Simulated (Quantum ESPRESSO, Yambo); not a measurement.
# Excitons of CdF2 (Fm-3m) on ever denser meshes, part 3 of 5

Aim: the absorption spectrum of CdF2 (Fm-3m) with electron-hole interaction, and what each part of the kernel does.

Quantum ESPRESSO 7.5 and Yambo 5.3.0; PBE and many-body steps on it, plane waves. Known limits of the many-body steps: not at the basis limit; d shell near the gap, gap tends to lie low; no spin-orbit coupling; coarse k mesh; bindings not settled in the k mesh.

So far. Step 8 (Triplet (no exchange term)): The lowest triplet lies at 4.917 eV; without spin-orbit coupling triplets are dark, so no spectrum is read. Step 9 (Empty states on the mesh, 6×6×6 mesh, 26 bands): On this mesh the gap is 3.143 eV.

## 11. k mesh (6×6×6)

This step: Bethe-Salpeter equation on PBE with a scissors shift, plane waves, norm-conserving pseudopotentials.

bse6.in

```
optics
bss
bse
em1s
dipoles
rim_cut
RandQpts= 1000000
RandGvec= 1 RL
Chimod= "HARTREE"
BSKmod= "SEX"
BSEmod= "resonant"
BSSmod= "d"
BSENGexx= 20 Ry
BSENGBlk= 4 Ry
% BSEQptR
 1 | 1 |
%
% BSEBands
 12 | 18 |
%
% BEnRange
 0 | 8 | eV
%
% BDmRange
 0.1 | 0.1 | eV
%
BEnSteps= 161
% BLongDir
 1 | 0 | 0 |
%
% BndsRnXs
 5 | 26 |
%
NGsBlkXs= 4 Ry
% LongDrXs
 1 | 1 | 1 |
%
% KfnQP_E
 2.45 | 1.0 | 1.0 |
%
WRbsWF
FFTGvecs= 42 Ry
```

Run with:

```bash
> OMP_NUM_THREADS=1 mpirun -n 4 yambo -F bse6.in -J bse6 -C bse6 > bse6.log
```

Log:

```text
 Yambo, version 5.3.0

 [02] CORE Variables Setup
 =========================

  [... cell, symmetries and grids as in the set-up ...]

  [02.05] Energies & Occupations
  ==============================

  [X] === General ===
  [X] Electronic Temperature                        :  0.000000  0.000000 [eV K]
  [X] Bosonic    Temperature                        :  0.000000  0.000000 [eV K]
  [X] Finite Temperature mode                       : no
  [X] El. density                                   :  0.86947E+24 [cm-3]
  [X] Fermi Level                                   :  6.510409 [eV]

  [X] === Gaps and Widths ===
  [X] Conduction Band Min                           :  3.143473 [eV]
  [X] Valence Band Max                              :  0.000000 [eV]
  [X] Filled Bands                                  :  17
  [X] Empty Bands                                   :  18  26
  [X] Direct Gap                                    :  3.619367 [eV]
  [X] Direct Gap localized at k                     :  1
  [X] Indirect Gap                                  :  3.143473 [eV]
  [X] Indirect Gap between kpts                     :  16   1
  [X] Last valence band width                       :  0.475894 [eV]
  [X] 1st conduction band width                     :  4.960865 [eV]

 [03] Transferred momenta grid and indexing
 ==========================================

 [BZ sampling] Q-grid is User defined and/or read from the database

 IBZ Q-points                                      :  16
 BZ  Q-points                                      :  216

 K/Q-points units:
 rlu = crystal or reduced units; cc = cartesian coordinates; iku = interal k-units

 Q [ 1]         [rlu]:  0.000000  0.000000  0.000000
 Q [ 2]         [rlu]: -0.24198E-17 -0.24198E-17  0.16667
[...]
Global Gauge                                     : length
  X matrix size                                    :   51
  X band range                                     :   5  26
  X e/h energy range                               : -1.000000 -1.000000 [eV]
  X Time ordering                                  : T
  X Hxc Kernel                                     : HARTREE
  X Drude frequency                                :  0.000000  0.000000
  X poles                                          :  100.0000 [o/o]
  RL vectors in the sum                            :  1291
  [r,Vnl] included                                 : yes
  Field direction                                  :  0.577350E-5  0.577350E-5  0.577350E-5
  BZ energy Double Grid                            : no
  BZ energy DbGd points                            : 0
  BZ Q point size factor                           : -1.000000
  X Optical Averaged directions                    : none

 [08] Bethe Salpeter Equation driver
 ===================================

  [08.01] Bethe Salpeter Equation @q1
  ===================================

   [08.01.01] Transition pre-analysis @q1
   ======================================

   [08.01.02] Transition Groups build-up @q1
   =========================================

   [BSK] Transition groups (total):   32
   [BSK] Size (resonant):  1296
   [BSK]         (total):  1296
   [BSK] N. of matrices :  1

   [08.01.03] Loading Dipoles @q1
   ==============================

   [08.01.04] Independent Particles properties @q1
   ===============================================

   ==========================================================

   [BSE] Exchange components :   459
   [BSE] Correlation components :    51   331

    [08.01.05.01] Screened interaction header I/O
    =============================================

    [08.01.05.02] Main kernel loop
    ==============================

    [08.01.05.03] Wave-Function Phases
    ==================================

    [BSE] WF phases found       :  33.83557 [o/o]

   [08.01.06] BSE solver(s) @q1
   ============================

   [08.01.07] Diago Solver @q1
   ===========================

 [11] Game Over & Game summary
```

Wall time 14 s (4 MPI ranks of Arm Neoverse V2, shared host); peak memory 1.2 GiB; 53 s of CPU time.

Numbers from this step:

```
transitions in the window                                      : 1296
direct gap of the transition levels                            : 6.069 eV
lowest state                                                   : 5.222 eV
first strong exciton (over a fiftieth of the strongest listed) : 5.697 eV
binding of the lowest state below the direct gap               : 0.8474 eV
Coulomb term of one mesh cell                                  : 0.7958 eV
```

The binding is 1.1 times the screened Coulomb term of one mesh cell (0.80 eV), so it is not shown settled.

The lowest state lies at 5.222 eV, 0.847 eV under the direct gap.

The ε₂ has structure finer than the step of the table below, so its rows give means over 0.2 eV, whole bins alone (the curve runs from 0 to 8 eV). Peaks (eV: height): BSE 5.70: 5.67, 6.15: 2.78, 6.80: 2.90, 7.30: 1.76; no electron-hole interaction 6.55: 0.678, 7.15: 1.55, 7.70: 1.78.

Field along x; broadening 0.1 eV; transition window only. Limits: finite bands, cutoff and mesh; d shell near the gap, gap tends to lie low; no spin-orbit coupling; exciton not shown settled in the k mesh. ε₂ against photon energy; means over each step:

```
photon energy (eV)      BSE  no electron-hole interaction
               0.2  0.00505                       0.00291
               0.4  0.00538                       0.00305
               0.6  0.00574                       0.00320
               0.8  0.00614                       0.00336
               1.0  0.00658                       0.00353
               1.2  0.00708                       0.00372
               1.4  0.00764                       0.00393
               1.6  0.00827                       0.00416
               1.8  0.00899                       0.00440
               2.0  0.00981                       0.00467
               2.2   0.0108                       0.00497
               2.4   0.0118                       0.00530
               2.6   0.0131                       0.00566
               2.8   0.0146                       0.00607
               3.0   0.0165                       0.00652
               3.2   0.0187                       0.00703
               3.4   0.0214                       0.00761
               3.6   0.0248                       0.00828
               3.8   0.0292                       0.00904
               4.0   0.0350                       0.00992
               4.2   0.0430                        0.0110
               4.4   0.0544                        0.0122
               4.6   0.0717                        0.0137
               4.8    0.100                        0.0155
               5.0    0.154                        0.0178
               5.2    0.277                        0.0208
               5.4    0.699                        0.0249
               5.6     3.23                        0.0306
               5.8     3.23                        0.0397
               6.0     1.46                        0.0560
               6.2     2.24                        0.0965
               6.4     1.13                         0.291
               6.6     1.47                         0.523
               6.8     2.37                         0.354
               7.0    0.899                         0.919
               7.2     1.12                          1.26
               7.4     1.11                         0.573
               7.6    0.786                          1.17
               7.8    0.943                          1.09
```

## 12. Triplet (no exchange term)

bse7.in, as its differences from bse6.in of step 11:

```diff
@@ -12,3 +12,3 @@
 BSSmod= "d"
-BSENGexx= 20 Ry
+BSENGexx= 1 RL
 BSENGBlk= 4 Ry
```

Run with:

```bash
> OMP_NUM_THREADS=1 mpirun -n 4 yambo -F bse7.in -J bse7,bse6_W -C bse7 > bse7.log
```

Log:

```text
 Yambo, version 5.3.0

 [02] CORE Variables Setup
 =========================

  [... cell, symmetries and grids as in the set-up ...]

  [02.05] Energies & Occupations
  ==============================

  [X] === General ===
  [X] Electronic Temperature                        :  0.000000  0.000000 [eV K]
  [X] Bosonic    Temperature                        :  0.000000  0.000000 [eV K]
  [X] Finite Temperature mode                       : no
  [X] El. density                                   :  0.86947E+24 [cm-3]
[...]
23.74789  26.46202

 [06] Dipoles
 ============

  [06.01] Setup: observables and procedures
  =========================================

  [WARNING] [r,Vnl^pseudo] included in position and velocity dipoles.

  [WARNING] In case H contains other non local terms, these are neglected

 [07] Static Dielectric Matrix
 =============================

    [08.01.05.02] Main kernel loop
    ==============================

    [08.01.05.03] Wave-Function Phases
    ==================================

    [BSE] WF phases found       :  33.83557 [o/o]

   [08.01.06] BSE solver(s) @q1
   ============================

   [08.01.07] Diago Solver @q1
   ===========================

 [11] Game Over & Game summary
```

Run time: 8.6 s. Hardware: 4 MPI ranks; peak memory 1.2 GiB.

The lowest triplet lies at 5.189 eV; without spin-orbit coupling triplets are dark, so no spectrum is read.

## 13. Empty states on the mesh, 8×8×8 mesh, 26 bands

This step: Quantum ESPRESSO 7.5; DFT, PBE, plane waves, norm-conserving pseudopotentials.

pw.in

```
&control
  calculation = 'nscf'
  prefix = 'x'
  outdir = 'o'
  pseudo_dir = 'pseudo'
/
&system
  ibrav = 0
  nat = 3
  ntyp = 2
  ecutwfc = 94.0
  nbnd = 26
  force_symmorphic = .true.
/
&electrons
  conv_thr = 1e-9
  electron_maxstep = 80
  diago_full_acc = .true.
  diago_thr_init = 5e-6
/
ATOMIC_SPECIES
  Cd 112.41 Cd.upf
  F 18.998 F.upf
CELL_PARAMETERS angstrom
  0.0000000000 2.6940000000 2.6940000000
  2.6940000000 -0.0000000000 2.6940000000
  2.6940000000 2.6940000000 -0.0000000000
ATOMIC_POSITIONS crystal
  Cd 0.0000000000 0.0000000000 0.0000000000
  F 0.2500000000 0.2500000000 0.2500000000
  F 0.7500000000 0.7500000000 0.7500000000
K_POINTS automatic
  8 8 8 0 0 0
```

Run with:

```bash
> OMP_NUM_THREADS=1 mpirun -n 4 pw.x -nk 4 -in pw.in > pw.out
```

Log:

```text
[banner, memory and clock lines left out]
Program PWSCF v.7.5 starts

     Atomic positions and unit cell read from directory:
     o/x.save/

     Message from routine setup:
     using ibrav=0 with symmetry is DISCOURAGED, use correct ibrav instead

     G-vector sticks info

     bravais-lattice index     =            0
     lattice parameter (alat)  =       7.1997  a.u.
     unit-cell volume          =     263.8878 (a.u.)^3
     number of atoms/cell      =            3
     number of atomic types    =            2
     number of electrons       =        34.00
[...]
6.0345   9.6539  19.2706  19.2706  19.2706  24.2210  26.4704  26.4704
    29.9596  29.9597

          k = 0.0884 0.0884-0.0884 (  4047 PWs)   bands (ev):

[...]
29.8043  29.9302

          k = 0.1768 0.1768-0.1768 (  4050 PWs)   bands (ev):

[...]
1.5448   2.1056   2.1056   4.3643   5.1739   5.1739   5.4142   6.0812
     6.0812  11.5204  17.3745  20.0928  20.0928  25.3781  25.3781  26.1305
    28.7369  29.9034

          k = 0.2652 0.2652-0.2652 (  4062 PWs)   bands (ev):

     [... further k-points ...]

     highest occupied, lowest unoccupied level (ev):     6.5299    9.6539

     XML data file, pseudopotentials, collected wavefunctions
```

The job ended after 4.2 s (4 MPI ranks; peak memory 0.25 GiB).

Numbers from this step:

```yaml
gap: 3.124 eV
k_of_the_valence_top: 0.25, -0.5, -0.25
k_of_the_conduction_bottom: 0, 0, 0
least_direct_gap: 3.619 eV
k_points_computed: 29
lowest_point_of_the_top_converged_band_above_the_valence_top: 22.28 eV
```

On this mesh the gap is 3.124 eV.

## 14. Conversion and set-up

This step: Yambo 5.3.0; conversion and set-up on PBE, plane waves, norm-conserving pseudopotentials.

Run with:

```bash
> (cd o/x.save; p2y > p2y.log; mv SAVE ../..); yambo > setup.log
```

Log:

```text
 Yambo, version 5.3.0

 [02] CORE Variables Setup
 =========================

  [02.01] Unit cells
  ==================

  Cell kind             :  FCC
  Atoms in the cell     :  Cd  F
  number of Cd atoms    :  1
  number of F  atoms    :  2

  List of atomic masses
  Mass of Cd    :  112.4100
  Mass of F     :  18.99800

  List of atomic coordinates    : [cc]
  Cd1       :  0.000000  0.000000  0.000000  order 1
  F1       :  2.545461  2.545461  2.545461  order 2
  F2       :  7.636383  7.636383  7.636383  order 3

  Alat factors          :  5.090922  5.090922  5.090922 [a.u.]
[...]
Q [ 1]         [rlu]:  0.000000  0.000000  0.000000
 Q [ 2]         [rlu]: -0.18023E-16 -0.18023E-16  0.12500
 Q [ 3]         [rlu]: -0.36046E-16 -0.36046E-16  0.25000
[...]
Q [ 8]         [rlu]: -0.13557E-16  0.12500      0.37500
 Q [ 9]         [rlu]: -0.31140E-17  0.12500      0.50000
 Q [10]         [rlu]:  0.27115E-16  0.12500     -0.37500
     [... 17 further rows ...]
 Q [28]         [rlu]:  0.125000 -0.500000 -0.375000
 Q [29]         [rlu]:  0.250000 -0.500000 -0.250000

  [03.01] X indexes
  =================

   [03.01.01] Sigma indexes
   ========================

 [06] Game Over & Game summary
```

Run time: 2.9 s. Hardware: 1 MPI rank; peak memory 0.25 GiB.

## 15. k mesh (8×8×8)

This step: Bethe-Salpeter equation on PBE with a scissors shift, plane waves, norm-conserving pseudopotentials.

bse9.in, as its differences from bse7.in of step 12:

```diff
@@ -12,3 +12,3 @@
 BSSmod= "d"
-BSENGexx= 1 RL
+BSENGexx= 20 Ry
 BSENGBlk= 4 Ry
```

Run with:

```bash
> OMP_NUM_THREADS=1 mpirun -n 4 yambo -F bse9.in -J bse9 -C bse9 > bse9.log
```

Log:

```text
 Yambo, version 5.3.0

 [02] CORE Variables Setup
 =========================

  [... cell, symmetries and grids as in the set-up ...]

  [02.05] Energies & Occupations
  ==============================

  [X] === General ===
  [X] Electronic Temperature                        :  0.000000  0.000000 [eV K]
  [X] Bosonic    Temperature                        :  0.000000  0.000000 [eV K]
  [X] Finite Temperature mode                       : no
  [X] El. density                                   :  0.86947E+24 [cm-3]
[...]
[08.01.04] Independent Particles properties @q1
   ===============================================

   ==========================================================

   [BSE] Exchange components :   459
   [BSE] Correlation components :    51   331

    [08.01.05.01] Screened interaction header I/O
    =============================================

    [08.01.05.02] Main kernel loop
    ==============================

    [08.01.05.03] Wave-Function Phases
    ==================================

    [BSE] WF phases found       :  43.27791 [o/o]

   [08.01.06] BSE solver(s) @q1
   ============================

   [08.01.07] Diago Solver @q1
   ===========================

 [11] Game Over & Game summary
```

Wall time 1.9 min (4 MPI ranks); peak memory 1.8 GiB; 7.3 min of CPU time.

This step gave:

```
transitions in the window                                      : 3072
direct gap of the transition levels                            : 6.069 eV
lowest state                                                   : 5.310 eV
first strong exciton (over a fiftieth of the strongest listed) : 5.740 eV
binding of the lowest state below the direct gap               : 0.7596 eV
Coulomb term of one mesh cell                                  : 0.5956 eV
```

The binding is 1.3 times the screened Coulomb term of one mesh cell (0.60 eV), so it is not shown settled.

The lowest state lies at 5.310 eV, 0.760 eV under the direct gap.

## 16. Triplet (no exchange term)

bse10.in, as its differences from bse9.in of step 15:

```diff
@@ -12,3 +12,3 @@
 BSSmod= "d"
-BSENGexx= 20 Ry
+BSENGexx= 1 RL
 BSENGBlk= 4 Ry
```

Run with:

```bash
> OMP_NUM_THREADS=1 mpirun -n 4 yambo -F bse10.in -J bse10,bse9_W -C bse10 > bse10.log
```

Log:

```text
 Yambo, version 5.3.0

 [02] CORE Variables Setup
 =========================

  [... cell, symmetries and grids as in the set-up ...]

  [02.05] Energies & Occupations
  ==============================

  [X] === General ===
  [X] Electronic Temperature                        :  0.000000  0.000000 [eV K]
  [X] Bosonic    Temperature                        :  0.000000  0.000000 [eV K]
  [X] Finite Temperature mode                       : no
  [X] El. density                                   :  0.86947E+24 [cm-3]
[...]
23.61232  27.50251

 [06] Dipoles
 ============

  [06.01] Setup: observables and procedures
  =========================================

  [WARNING] [r,Vnl^pseudo] included in position and velocity dipoles.

  [WARNING] In case H contains other non local terms, these are neglected

 [07] Static Dielectric Matrix
 =============================

    [08.01.05.02] Main kernel loop
    ==============================

    [08.01.05.03] Wave-Function Phases
    ==================================

    [BSE] WF phases found       :  43.27791 [o/o]

   [08.01.06] BSE solver(s) @q1
   ============================

   [08.01.07] Diago Solver @q1
   ===========================

 [11] Game Over & Game summary
```

The job ended after 90 s (4 MPI ranks; peak memory 1.8 GiB).

The lowest triplet lies at 5.267 eV; without spin-orbit coupling triplets are dark, so no spectrum is read.

## 17. Empty states on the mesh, 10×10×10 mesh, 26 bands

This step: Quantum ESPRESSO 7.5; DFT, PBE, plane waves, norm-conserving pseudopotentials.

pw.in: that of step 13 with these lines changed.

```diff
@@ -32,2 +32,2 @@
 K_POINTS automatic
-  8 8 8 0 0 0
+  10 10 10 0 0 0
```

Run with:

```bash
> OMP_NUM_THREADS=1 mpirun -n 4 pw.x -nk 4 -in pw.in > pw.out
```

Log:

```text
[banner, memory and clock lines left out]
Program PWSCF v.7.5 starts

     Atomic positions and unit cell read from directory:
     o/x.save/

     Message from routine setup:
     using ibrav=0 with symmetry is DISCOURAGED, use correct ibrav instead

     G-vector sticks info

     bravais-lattice index     =            0
     lattice parameter (alat)  =       7.1997  a.u.
     unit-cell volume          =     263.8878 (a.u.)^3
     number of atoms/cell      =            3
     number of atomic types    =            2
     number of electrons       =        34.00
[...]
6.0345   9.6539  19.2706  19.2706  19.2706  24.2210  26.4704  26.4704
    29.9596  29.9597

          k = 0.0707 0.0707-0.0707 (  4044 PWs)   bands (ev):

[...]
29.9126  29.9457

          k = 0.1414 0.1414-0.1414 (  4047 PWs)   bands (ev):

[...]
1.3421   2.1060   2.1060   4.6432   5.3011   5.3011   5.6616   6.0648
     6.0648  10.9594  17.8414  19.8262  19.8262  25.6366  25.6366  25.9902
    29.1544  29.9170

          k = 0.2121 0.2121-0.2121 (  4059 PWs)   bands (ev):

     [... further k-points ...]

     highest occupied, lowest unoccupied level (ev):     6.5226    9.6539

     XML data file, pseudopotentials, collected wavefunctions
```

Elapsed: 5.8 s, on 4 MPI ranks; peak memory 0.25 GiB.

This step gave:

```
gap                                                           : 3.131 eV
k of the valence top                                          : 0.2, -0.5, -0.3
k of the conduction bottom                                    : 0, 0, 0
least direct gap                                              : 3.619 eV
k points computed                                             : 47
lowest point of the top converged band, above the valence top : 22.29 eV
```

On this mesh the gap is 3.131 eV.

## 18. Conversion and set-up

This step: Yambo 5.3.0; conversion and set-up on PBE, plane waves, norm-conserving pseudopotentials.

Run with:

```bash
> (cd o/x.save; p2y > p2y.log; mv SAVE ../..); yambo > setup.log
```

Log:

```text
 Yambo, version 5.3.0

 [02] CORE Variables Setup
 =========================

  [02.01] Unit cells
  ==================

  Cell kind             :  FCC
  Atoms in the cell     :  Cd  F
  number of Cd atoms    :  1
  number of F  atoms    :  2

  List of atomic masses
  Mass of Cd    :  112.4100
  Mass of F     :  18.99800

  List of atomic coordinates    : [cc]
  Cd1       :  0.000000  0.000000  0.000000  order 1
  F1       :  2.545461  2.545461  2.545461  order 2
  F2       :  7.636383  7.636383  7.636383  order 3

  Alat factors          :  5.090922  5.090922  5.090922 [a.u.]
[...]
Q [ 1]         [rlu]:  0.000000  0.000000  0.000000
 Q [ 2]         [rlu]: -0.94623E-18 -0.94623E-18  0.10000
 Q [ 3]         [rlu]: -0.71592E-17  0.67186E-17  0.20000
[...]
Q [ 8]         [rlu]: -0.11835E-16  0.10000      0.20000
 Q [ 9]         [rlu]: -0.32281E-16  0.10000      0.30000
 Q [10]         [rlu]: -0.34544E-16  0.10000      0.40000
     [... 35 further rows ...]
 Q [46]         [rlu]:  0.200000  0.400000 -0.300000
 Q [47]         [rlu]:  0.200000 -0.500000 -0.300000

  [03.01] X indexes
  =================

   [03.01.01] Sigma indexes
   ========================

 [06] Game Over & Game summary
```

The job ended after 3.5 s (1 MPI rank; peak memory 0.26 GiB).

[end of part 3 of 5]

[Paths, hosts, dates, memory and timing lines, banners, echoed tables and standing remarks are left out of the program output.]

[Logs are printed without paths, hosts, clocks, repeated set-up lines and the standing remarks that a program may print on its own settings, such as how far it seeks lower states.]

[Runs of the session that timed out or met a known fault of the program may be left out.]

[Hosts, paths, dates, database ids (printed as entryN), source tags and the programs' standing remarks are cut or masked in the printed files.]
